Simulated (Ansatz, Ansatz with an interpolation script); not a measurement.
# From a coarse GW mesh to bands everywhere: MgH2 (Pbcn)

Wanted: quasiparticle gap and band widths of MgH2 (Pbcn) over the whole zone.

Calculated with Ansatz 0.2.0; LDA, Wannier functions and G0W0, plane waves, PAW.

**1. Set-up**

Symmetry: Pbcn, No. 60, orthorhombic system. The conventional cell has a = 4.479 Å, b = 5.393 Å, c = 4.896 Å, α = 90.00°, β = 90.00°, γ = 90.00°. Nearest to Mg lie 6 H at 1.90 to 1.99 Å. Nearest to H lie 3 Mg at 1.90 to 1.99 Å. Farther neighbours are not listed.

The cell and positions are those that the Materials Project relaxed with its own functionals (PBE, PBE+U or r2SCAN), kept fixed. The default PAW set here is soft_2. Its files were made with PBE.

**2. LDA bands**

Levels along a band path, at the cheap level, show where the edges lie and whether the meshes to come will hold them.

This step: DFT, LDA, plane waves, PAW.

The input, input.yaml:

```yaml
crystal:
  lattice:
    - [4.47907187, 0.0, 0.0]
    - [0.0, 5.39262234, 0.0]
    - [0.0, 0.0, 4.89550378]
  atoms:
    - { symbol: Mg, position: [0.5, 0.83152757, 0.75] }
    - { symbol: Mg, position: [0.0, 0.66847243, 0.25] }
    - { symbol: Mg, position: [0.5, 0.16847243, 0.25] }
    - { symbol: Mg, position: [0.0, 0.33152757, 0.75] }
    - { symbol: H, position: [0.72769253, 0.89106872, 0.41981232] }
    - { symbol: H, position: [0.22769253, 0.60893128, 0.58018768] }
    - { symbol: H, position: [0.77230747, 0.60893128, 0.91981232] }
    - { symbol: H, position: [0.27230747, 0.89106872, 0.08018768] }
    - { symbol: H, position: [0.72769253, 0.10893128, 0.91981232] }
    - { symbol: H, position: [0.22769253, 0.39106872, 0.08018768] }
    - { symbol: H, position: [0.77230747, 0.39106872, 0.41981232] }
    - { symbol: H, position: [0.27230747, 0.10893128, 0.58018768] }
kpoints:
  mp_grid: { grid: [4, 4, 4] }
  band_path:
    path:
      - [[0.0, 0.0, 0.0], [0.5, 0.0, 0.0], [0.5, 0.5, 0.0], [0.0, 0.5, 0.0], [0.0, 0.0, 0.0], [0.0, 0.0, 0.5], [0.5, 0.0, 0.5], [0.5, 0.5, 0.5], [0.0, 0.5, 0.5], [0.0, 0.0, 0.5]]
      - [[0.5, 0.0, 0.0], [0.5, 0.0, 0.5]]
      - [[0.0, 0.5, 0.0], [0.0, 0.5, 0.5]]
      - [[0.5, 0.5, 0.0], [0.5, 0.5, 0.5]]
    npoints: 10
hamiltonian:
  xc: lda
scf:
  occupations: { method: fermi_dirac, width: 0.02 }
  n_extra_bands: 62
output:
  eigenvalues: true
  fatbands: true
```

The run is started by

```bash
$ ansatz run input.yaml --threads 16 --pin off --max-ram 64512MiB --backend cuda --events-out ev --progress --plain --runs-dir out --devices 1 --max-vram 78GiB
```

Numbers of over 12 decimals in the logs are rounded to 6 here.

What it wrote:

```text
scf.n_extra_bands = 62 over 24 filled bands (N_el = 48.0): the run solves 86 bands
GPUs: using 1 of 1 available (devices: 1).
Engine: ansatz 0.2.0, aarch64-unknown-linux-gnu
Pseudopotentials: kind: paw
Pseudopotential: Mg, paw, valence charge 10, recommended cutoff 420 eV (normal), Mg.paw.azcp
Pseudopotential: H, paw, valence charge 1, recommended cutoff 420 eV (normal), H.paw.azcp
Functional definition: SPW92
  exchange = slater_x
  correlation = pw_c
device memory: the entry about to start is reckoned to put 3.4 GiB on a device that reports 172.1 GiB free (of which the cap on the GPU budget leaves the run 78.0 GiB)
GPU FFT provider: cuFFT
GPU libraries: cuBLAS 13.8.1, cuFFT 12.4.0, cuSOLVER 12.3.2
GPU matrix products: emulated (plane waves: as basis.precision tells), large ones in fixed point in workspaces of 1.00 GiB
Crystal: 12 atoms, lattice volume = 118.246 Å³
Basis set: ecut = 420 eV, 2297 PW (Γ)
Bands: 86, of which v1, the nominal top of the filled ones, is band 24 counted from 1 (23 counted from 0)
Symmetry: 8 space group operations
Space group: Pbcn (ITA 60), of the structure as read, at distance tolerance 4.9e-5 Å
k-points: 27 of 64
Non-local potential: Mg, projectors of the file, l = 0: 3, l = 1: 2, l = 2: 1
Non-local potential: H, projectors of the file, l = 0: 2, l = 1: 1
PAW form: soft (Blöchl's): semilocal exchange-correlation on the pseudo side does not see the compensation charge
PAW frozen core: Mg, regenerated for the run's functional, and the local potential with it (the file was generated under x = pbe(κ = 0.804, μ = 0.219515), c = pbe(β = 0.066725))
PAW one-centre angular grid: Mg, 110 points (default); XC on 64 Gauss nodes
PAW one-centre angular grid: H, 110 points (default); XC on 64 Gauss nodes
Initial density: superposition of atomic densities (neutral atoms: chi_scale 0, normalization atom), corrected by the library's trained network
Initial wavefunctions: pseudopotential atomic-orbital guess
GPU buffer pool allocated for 43200 grid points (all kernels)
GPU transforms: local potential and band sums: pruned to the plane-wave sphere, on 30×40×36
Functional: x = slater, c = lda
SCF iter   1: F=—  HF=-7733.932198 eV  |F-HF|=—  |Δ(HF+E_count)|=         —  Δρ=1.25e-2  dr2=1.21e-1  ethr=1.77e-3  ⟨swp⟩=6.0  Hψ=8900  notcnv=0  defer=1105
preconditioner: auto → Resta (q_TF=auto, 2.348 Å⁻¹)  ε∞=1.4  [insulator: Δε(μ)=3.289 eV  Ē_g=22.251 eV  σ=0.020 eV  W_gap=1.00  n_scr=28 (ndim 8)  ℏωp=13.7 eV  f_vac=0.000  D(μ)=0.00/eV (n_scr^D=0)  ε∞_Penn≈1.4]
SCF iter   2: F=—  HF=-7733.882735 eV  |F-HF|=—  |Δ(HF+E_count)|=   4.95e-2  Δρ=4.70e-3  dr2=1.84e-2  ethr=2.51e-4  ⟨swp⟩=1.8  Hψ=2776  notcnv=0  defer=1223
SCF iter   3: F=—  HF=-7733.875296 eV  |F-HF|=—  |Δ(HF+E_count)|=   7.44e-3  Δρ=1.84e-4  dr2=2.31e-5  ethr=3.83e-5  ⟨swp⟩=2.0  Hψ=1296  notcnv=0  defer=1458
SCF iter   4: F=—  HF=-7733.875279 eV  |F-HF|=—  |Δ(HF+E_count)|=   1.73e-5  Δρ=5.47e-5  dr2=1.75e-6  ethr=4.82e-8  ⟨swp⟩=2.5  Hψ=1504  notcnv=0  defer=1458
iter 5 did not close the SCF: its close was put off for the readings that it lacked (scf_convergence_deferred on its scf_iter line)
SCF iter   5: F=-7733.875280 eV  HF=-7733.875280 eV  |F-HF|=5.94e-9  |Δ(HF+E_count)|=   1.14e-6  Δρ=3.54e-6  dr2=5.74e-9  ethr=3.64e-9  ⟨swp⟩=2.1  Hψ=1032  notcnv=0  defer=1458
SCF iter   6: F=-7733.875280 eV  HF=-7733.875280 eV  |F-HF|=4.08e-10  |Δ(HF+E_count)|=   2.70e-9  Δρ=7.42e-7  dr2=1.94e-10  ethr=1.20e-11  ⟨swp⟩=8.3  Hψ=13644  notcnv=0
SCF 1 converged in 6 iterations: F = -7733.875280 eV  dr2 = 1.94e-10
[...]
device memory: the entry about to start is reckoned to put 13.2 GiB on a device that reports 161.8 GiB free (of which the cap on the GPU budget leaves the run 78.0 GiB)
NSCF: frozen V_eff on 124 k-points, pencils in batches of 32, up to order 380
SCF converged after 6 iterations
Free energy (F): -7733.875280 eV
Harris-Foulkes:  -7733.875280 eV  (|F-HF|=4.08e-10)
Internal energy: -7733.875280 eV  (E = F + TS)
E sigma→0 (E₀):  -7733.875280 eV
Fermi energy:    3.931032 eV
--- Per-component energies (eV) ---
  E_band       = -1492.091121
  E_kinetic    = 413.857873
  E_local      = -6817.706574  (includes V_loc(G=0)·N_el)
  E_nonlocal   = 394.801457
  E_hartree    = 2439.254468
  E_xc         = -187.032028
  E_vxc        = -243.581075  (∫ρ·V_xc dr)
  E_paw        = -1087.947440  (= ΣΔE_a)
  E_vpaw       = -117.960990  (= ΣTr[D̂ρ^β])
  E_aug_tail   = -0.009738  (compensation charges beyond the density's cutoff)
  E_ewald      = -2889.695216
  E_core_change = 0.601917  (= ΣΔE_core)
  E_smearing   = -0.000000  (= −TS)
  E_closure    = -0.000000  (closes the sum)
  Σ components = -7733.875280   (vs F -7733.875280, Δ=0.00e0)
--- Band table (eV; the first three rows and the last of 27) ---
  k-point 0: bands = [... 20 lower, 0.2642, 1.2525, 1.9790, 2.2271, 5.6405, 6.4223, 7.8087, 8.4515, ... 58 higher]
  k-point 1: bands = [... 20 lower, 0.5226, 1.6239, 1.7428, 1.9916, 6.0215, 7.0388, 7.0545, 7.2481, ... 58 higher]
  k-point 2: bands = [... 20 lower, 1.2022, 1.2022, 1.4769, 1.4769, 6.8119, 6.8119, 7.1570, 7.1570, ... 58 higher]
  k-point 26: bands = [... 20 lower, -0.2755, -0.2755, -0.2755, -0.2755, 9.0123, 9.0123, 9.0123, 9.0123, ... 58 higher]
```

Wall time 3.3 s (1 × NVIDIA GB200 (shared by 2 runs) with 16 threads of Arm Neoverse V2, shared host); peak memory 1.4 GiB.

In the SCF lines HF is the Harris–Foulkes energy and dr2 the Hartree energy of the density residual, in eV; the loop may stop once dr2 is under the threshold and the program's other checks hold. Hψ counts applications of the Hamiltonian.

This step gave:

- filled bands: 24
- gap: 3.279 eV
- valence top at: Γ
- conduction bottom at: k = (0.350, 0.000, 0.000)
- least direct gap: 3.413 eV

The gap is indirect, with the least direct gap 0.13 eV higher.

**3. Wannier functions (H:1s Mg:3s) on 8×8×8**

Localised functions give a small Hamiltonian that interpolates between mesh points at no cost.

This step: maximally localised Wannier functions, LDA, plane waves, PAW.

input.yaml, the sections that differ from step 2:

```yaml
kpoints:
  mp_grid: { grid: [4, 4, 4] }
scf:
  occupations: { method: fixed }
  n_extra_bands: 62
output:
  wannier:
    kmesh: [8, 8, 8]
    projections: [{ species: H, l: s, shell: 1 }, { species: Mg, l: s, shell: 3 }]
    minimise: true
    write_hr: true
    seedname: w
    conv_tol: 1.0e-06
    max_iter: 20000
    stability_check: false
    disentanglement:
      window: [-4.91, 18.51]
      frozen_window: [-4.91, 6.11]
      conv_tol: 1.0e-08
# crystal, hamiltonian: as in step 2
```

What it wrote:

```text
[...]
GPUs: using 1 of 1 available (devices: 1).
[...]
GPU FFT provider: cuFFT
GPU libraries: cuBLAS 13.8.1, cuFFT 12.4.0, cuSOLVER 12.3.2
[...]
Crystal: 12 atoms, lattice volume = 118.246 Å³
Basis set: ecut = 420 eV, 2297 PW (Γ)
Bands: 86, of which v1, the nominal top of the filled ones, is band 24 counted from 1 (23 counted from 0)
Symmetry: 8 space group operations
[...]
k-points: 27 of 64
[...]
GPU buffer pool allocated for 43200 grid points (all kernels)
[...]
SCF iter   1: F=—  HF=-7733.932332 eV  |F-HF|=—  |Δ(HF+E_count)|=         —  Δρ=1.25e-2  dr2=1.20e-1  ethr=1.77e-3  ⟨swp⟩=4.3  Hψ=7789  notcnv=0  defer=1573
[...]
SCF iter   6: F=-7733.875280 eV  HF=-7733.875280 eV  |F-HF|=1.27e-11  |Δ(HF+E_count)|=   2.81e-9  Δρ=2.20e-7  dr2=4.95e-11  ethr=1.40e-11  ⟨swp⟩=8.9  Hψ=14822  notcnv=0
SCF 1 converged in 6 iterations: F = -7733.875280 eV  dr2 = 4.95e-11
[...]
NSCF: frozen V_eff on 27 k-points, pencils in batches of 32, up to order 344
the band table was solved once the SCF had ended and its energy, with any forces and stress, was formed, with the checks that follow a solve (8566 applications of the Hamiltonian). They found nothing against the state; the energy, forces and stress were not computed again (output.eigenvalues in the input reference)
[...]
the Wannier pass solved 129 of the 512 points of its mesh, and has the states at the others by symmetry: states obtained by the crystal's operations at points that were solved too leave a residual of 2.06e-13 eV (read by the count's bands and the next), within 1.11e-5 eV
SCF converged after 6 iterations
Free energy (F): -7733.875280 eV
[...]
Internal energy: -7733.875280 eV  (E = F + TS)
E sigma→0 (E₀):  -7733.875280 eV
Fermi energy:    2.227129 eV
[...]
--- Band table (eV; the first three rows and the last of 27) ---
  k-point 0: bands = [... 20 lower, 0.2642, 1.2525, 1.9790, 2.2271, 5.6405, 6.4223, 7.8087, 8.4515, ... 58 higher]
  k-point 1: bands = [... 20 lower, 0.5226, 1.6239, 1.7428, 1.9916, 6.0215, 7.0388, 7.0545, 7.2481, ... 58 higher]
  k-point 2: bands = [... 20 lower, 1.2022, 1.2022, 1.4769, 1.4769, 6.8119, 6.8119, 7.1570, 7.1570, ... 58 higher]
  k-point 26: bands = [... 20 lower, -0.2755, -0.2755, -0.2755, -0.2755, 9.0123, 9.0123, 9.0123, 9.0123, ... 58 higher]
Wannier search: line search 1 of at most 20000: gauge-dependent spread (as the search counts it) 12.1083824 Å², largest recent change 2.2e0 Å² against conv_tol 1.0e-6 Å², 0 stops escaped
```

The job ended after 11 s (1 × NVIDIA GB200 (shared by 2 runs) with 16 threads; peak memory 1.5 GiB).

This step gave:

| Item | Value |
| --- | --- |
| gauge-invariant spread | 23.63 Å² |
| diagonal spread | 0.01497 Å² |
| off-diagonal spread | 0.8240 Å² |
| total spread | 24.47 Å² |
| least projectability | 0.05505 |
| localisation steps | 95 |
| disentanglement steps | 2135 |
| r.m.s. interpolation error | 0.005441 eV |
| r.m.s. error near the gap | 0.007322 eV |

Near the gap the model misses directly solved bands by 7.3 meV r.m.s. and by 110 meV at most in the window tested. This tests the starting bands, not the corrections carried with them.

Wannier functions, by row:

```csv
function,x (Å),y (Å),z (Å),spread (Å²),nearest atom,distance (Å)
1,3.096,4.791,2.14,1.47,H5,0.185
2,0.856,3.298,2.756,1.47,H6,0.185
3,3.623,3.298,4.587,1.47,H7,0.185
4,1.383,4.791,0.308,1.47,H8,0.185
5,3.096,0.601,4.587,1.47,H9,0.185
6,0.856,2.095,0.308,1.47,H10,0.185
7,3.623,2.095,2.14,1.47,H11,0.185
8,1.383,0.601,2.756,1.47,H12,0.185
9,2.24,3.248,3.672,3.178,Mg1,1.236
10,0,4.841,1.224,3.178,Mg2,1.236
11,2.24,2.145,1.224,3.178,Mg3,1.236
12,0,0.551,3.672,3.178,Mg4,1.236
```

Frozen up to 3.88 eV; above it the model need not follow the bands. The electronic bands at the labelled points (eV, zero at the valence-band top):

```csv
point,band 21,band 22,band 23,band 24,band 25,band 26,band 27,band 28
Γ,-1.96,-0.97,-0.25,0.00,3.41,4.82,7.70,9.87
halfway,-1.95,-1.08,-0.51,-0.46,3.45,5.98,7.22,7.95
X,-1.60,-1.60,-1.16,-1.16,3.56,3.56,8.01,8.01
halfway,-1.45,-1.45,-0.57,-0.57,4.11,4.11,8.10,8.10
S,-1.15,-1.15,-0.68,-0.68,4.74,4.74,8.22,8.22
halfway,-1.49,-1.49,-0.55,-0.55,5.59,5.59,7.37,7.37
Y,-1.13,-1.13,-0.56,-0.56,4.80,4.80,8.04,8.04
halfway,-1.05,-0.82,-0.80,-0.36,3.68,5.15,7.37,9.33
Γ,-1.96,-0.97,-0.25,0.00,3.41,4.82,7.70,9.87
halfway,-1.70,-0.60,-0.48,-0.24,3.79,6.13,8.09,8.14
Z,-1.02,-1.02,-0.75,-0.75,5.31,5.31,8.02,8.02
halfway,-1.67,-1.67,-0.75,-0.75,5.54,5.54,7.01,7.01
U,-1.17,-1.17,-1.17,-1.17,5.52,5.52,5.52,5.52
halfway,-1.78,-1.78,-1.78,-1.78,6.82,6.82,6.82,6.82
R,-2.50,-2.50,-2.50,-2.50,7.62,7.62,7.62,7.62
halfway,-1.35,-1.35,-1.30,-1.30,6.32,6.32,8.28,8.28
T,-0.42,-0.42,-0.42,-0.42,6.80,6.80,6.80,6.80
halfway,-0.84,-0.84,-0.27,-0.27,5.80,5.80,7.71,7.71
Z,-1.02,-1.02,-0.75,-0.75,5.31,5.31,8.02,8.02
jump to X,-1.60,-1.60,-1.16,-1.16,3.56,3.56,8.01,8.01
halfway,-1.45,-1.45,-1.10,-1.10,5.01,5.01,7.30,7.30
U,-1.17,-1.17,-1.17,-1.17,5.52,5.52,5.52,5.52
jump to Y,-1.13,-1.13,-0.56,-0.56,4.80,4.80,8.04,8.04
halfway,-0.92,-0.92,-0.13,-0.13,5.44,5.44,7.79,7.79
T,-0.42,-0.42,-0.42,-0.42,6.80,6.80,6.80,6.80
jump to S,-1.15,-1.15,-0.68,-0.68,4.74,4.74,8.22,8.22
```

The same for Kohn-Sham, solved directly:

```csv
point,band 21,band 22,band 23,band 24,band 25,band 26,band 27,band 28
Γ,-1.96,-0.97,-0.25,0.00,3.41,4.20,5.58,6.22
X,-1.60,-1.60,-1.16,-1.16,3.56,3.56,5.36,5.36
S,-1.15,-1.15,-0.68,-0.68,4.67,4.67,4.80,4.80
Y,-1.13,-1.13,-0.56,-0.56,4.35,4.35,5.07,5.07
Γ,-1.96,-0.97,-0.25,0.00,3.41,4.20,5.58,6.22
Z,-1.02,-1.02,-0.75,-0.75,4.58,4.58,4.93,4.93
U,-1.17,-1.17,-1.17,-1.17,3.96,3.96,3.96,3.96
R,-2.50,-2.50,-2.50,-2.50,6.79,6.79,6.79,6.79
T,-0.42,-0.42,-0.42,-0.42,5.69,5.69,5.69,5.69
Z,-1.02,-1.02,-0.75,-0.75,4.58,4.58,4.93,4.93
X,-1.60,-1.60,-1.16,-1.16,3.56,3.56,5.36,5.36
U,-1.17,-1.17,-1.17,-1.17,3.96,3.96,3.96,3.96
Y,-1.13,-1.13,-0.56,-0.56,4.35,4.35,5.07,5.07
T,-0.42,-0.42,-0.42,-0.42,5.69,5.69,5.69,5.69
```

**4. G0W0 at every point of the mesh: 4×4×4 mesh, 876 empty bands, screening to 220 eV**

G0W0 replaces the xc potential by the self-energy, built once from these orbitals. Only a window of levels is corrected, while the sums run over the empty bands that the input names.

This step: G0W0 on LDA, plane waves, PAW.

input.yaml, the sections that differ from step 3:

```yaml
scf:
  occupations: { method: fixed }
gw:
  n_empty_bands: 876
  ecut_chi: 220.0
  qp_bands: [v8, c2]
  screening: { model: contour_deformation }
# crystal, kpoints, hamiltonian: as in step 3
# output: removed
```

What it wrote:

```text
GPUs: using 1 of 1 available (devices: 1).
[...]
Crystal: 12 atoms, lattice volume = 118.246 Å³
Basis set: ecut = 420 eV, 2297 PW (Γ)
Bands: 36, of which v1, the nominal top of the filled ones, is band 24 counted from 1 (23 counted from 0)
Symmetry: 8 space group operations
[...]
k-points: 27 of 64
[...]
SCF iter   1: F=—  HF=-7733.931384 eV  |F-HF|=—  |Δ(HF+E_count)|=         —  Δρ=1.25e-2  dr2=1.20e-1  ethr=1.77e-3  ⟨swp⟩=4.0  Hψ=3335  notcnv=0  defer=254
[...]
SCF iter   6: F=-7733.875280 eV  HF=-7733.875280 eV  |F-HF|=6.23e-9  |Δ(HF+E_count)|=   3.02e-8  Δρ=3.22e-6  dr2=5.03e-9  ethr=2.08e-10  ⟨swp⟩=10.4  Hψ=5302  notcnv=0
SCF 1 converged in 6 iterations: F = -7733.875280 eV  dr2 = 5.03e-9
[...]
concurrent solve slots: 14 of 16 are kept, ahead of what memory takes: no pass of the eigensolver takes more rounds on 14
[...]
NSCF: frozen V_eff on 27 k-points
G₀W₀ screening: q 1/27
[... further progress lines ...]
SCF converged after 6 iterations
Free energy (F): -7733.875280 eV
[...]
Internal energy: -7733.875280 eV  (E = F + TS)
E sigma→0 (E₀):  -7733.875280 eV
Fermi energy:    2.227122 eV
[...]
21    20     -0.5674   -14.9035     2.9022   -10.6789  0.7306    -1.9353    -1.8898  root
    21    21      0.7764   -15.3589     2.4884   -11.4417  0.7496    -0.6903    -0.6525  root
    21    22      0.7764   -15.3589     2.4884   -11.4417  0.7496    -0.6903    -0.6525  root
    21    23      1.6536   -15.0687     2.1795   -11.4276  0.7593     0.1580     0.1919  root
    21    24      1.6536   -15.0687     2.1795   -11.4276  0.7593     0.1580     0.1919  root
    21    25      6.1121    -4.9404    -3.8426    -9.5412  0.8050     6.8768     6.8703  root
    21    26      6.1121    -4.9404    -3.8426    -9.5412  0.8050     6.8768     6.8703  root
    22    17     -2.5280   -15.6509     3.8546   -10.6015  0.6786    -3.7896    -3.7228  root
    22    18     -2.5280   -15.6509     3.8546   -10.6015  0.6786    -3.7896    -3.7228  root
    22    19     -0.3076   -14.9217     2.8067   -10.7743  0.7356    -1.6930    -1.6483  root
    22    20     -0.3076   -14.9217     2.8067   -10.7743  0.7356    -1.6930    -1.6483  root
    22    21     -0.1404   -15.0922     2.7123   -11.0399  0.7382    -1.5223    -1.4803  root
    22    22     -0.1404   -15.0922     2.7123   -11.0399  0.7382    -1.5223    -1.4803  root
    22    23      1.2978   -14.9773     2.2616   -11.2845  0.7564    -0.1677    -0.1333  root
[...]
26    22     -0.2755   -14.6609     2.7570   -10.5754  0.7366    -1.6479    -1.6039  root
    26    23     -0.2755   -14.6609     2.7570   -10.5754  0.7366    -1.6479    -1.6039  root
    26    24     -0.2755   -14.6609     2.7570   -10.5754  0.7366    -1.6479    -1.6039  root
    26    25      9.0123    -5.1406    -4.3337   -10.0874  0.7770     9.6317     9.6254  root
    26    26      9.0123    -5.1406    -4.3337   -10.0874  0.7770     9.6317     9.6254  root
```

Elapsed: 65 s, on 1 × NVIDIA GB200 (shared by 2 runs) with 16 threads; peak memory 3.5 GiB; 3.4 min of CPU time.

Numbers from this step:

```yaml
bands_summed: 900
rpa_eps_infinity_on_this_mesh_eigenvalues: 4.109, 4.144, 4.144
plane_waves_in_the_screening_matrix: 881
q_points_in_the_mesh: 64
g0w0_gap_on_the_mesh: 5.573 eV
k_of_the_valence_top: 0, 0, 0
k_of_the_conduction_bottom: 0, 0, 0
starting_gap_on_the_mesh: 3.413 eV
z_at_the_valence_top: 0.7636
z_at_the_conduction_bottom: 0.8102
least_direct_g0w0_gap_on_the_computed_points: 5.573 eV
```

The gap on the mesh goes from 3.41 eV to 5.57 eV, a correction of +2.16 eV. Between the two edge states, bare exchange in place of the xc potential would open the gap by 7.93 eV, and correlation takes back 5.77 eV. The start differs from the 3.28 eV found before because this mesh misses an edge.

(Continued in part 2 of 2.)

[Paths, hosts, dates, memory and timing lines, banners, echoed tables and standing remarks are left out of the program output.]

[Logs are printed without paths, hosts, clocks, repeated set-up lines and the standing remarks that a program may print on its own settings, such as how far it seeks lower states.]

[Runs of the session that timed out or met a known fault of the program may be left out.]

[Hosts, paths, dates, database ids (printed as entryN), source tags and the programs' standing remarks are cut or masked in the printed files.]
